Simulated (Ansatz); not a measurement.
# A thicker film of BaHfO3 (001), BaO faces from four thinner ones

In a field along its normal an insulating film takes a dipole p. Written as a length, p/(ε₀AE), it should grow by 1 − 1/ε for each ångström added.

Set-up. Ansatz 0.2.0, plane waves with PAW datasets (its set soft_2), PBE; perovskite films relaxed at a bulk in-plane lattice constant near the measured one, then held in weak fields of both signs with a dipole correction (A is the cell's area, E the outer field).

| run | distance between the outer atoms (Å) | p/(ε₀AE) (Å) |
| --- | --- | --- |
| 2 units | 8.432 | 9.114 |
| 3 units | 12.660 | 12.405 |
| 4 units | 16.885 | 15.718 |
| 5 units | 21.111 | 19.037 |
| 6 units | 25.335 | ? |

**Question.** What value belongs in the row marked “?”, and how far can the other rows tell?

A least-squares line through the 4 rows shown has slope 0.7828 and intercept 2.5050; no row lies more than 0.010 Å off it. That slope means ε = 1/(1 − 0.7828) = 4.60. At 25.335 it gives 0.7828 × 25.335 + 2.5050 = 22.337 Å, beyond the rows fitted. Rounding and scatter of the rows alone allow about ±0.017 Å there.

The run itself gives 22.356 Å: a miss of +0.019 Å, or 0.1 % of the value. The length is met to within 1 %, though ε is more sensitive than the length: the two thickest films give ε = 4.67.

**Limits.** This is the electronic response alone. A unit is one step of the cut along the normal (a plane, a pair of planes or a cell), and the layers relax along it, away from their bulk spacing where the functional's lattice constant differs from the one held.
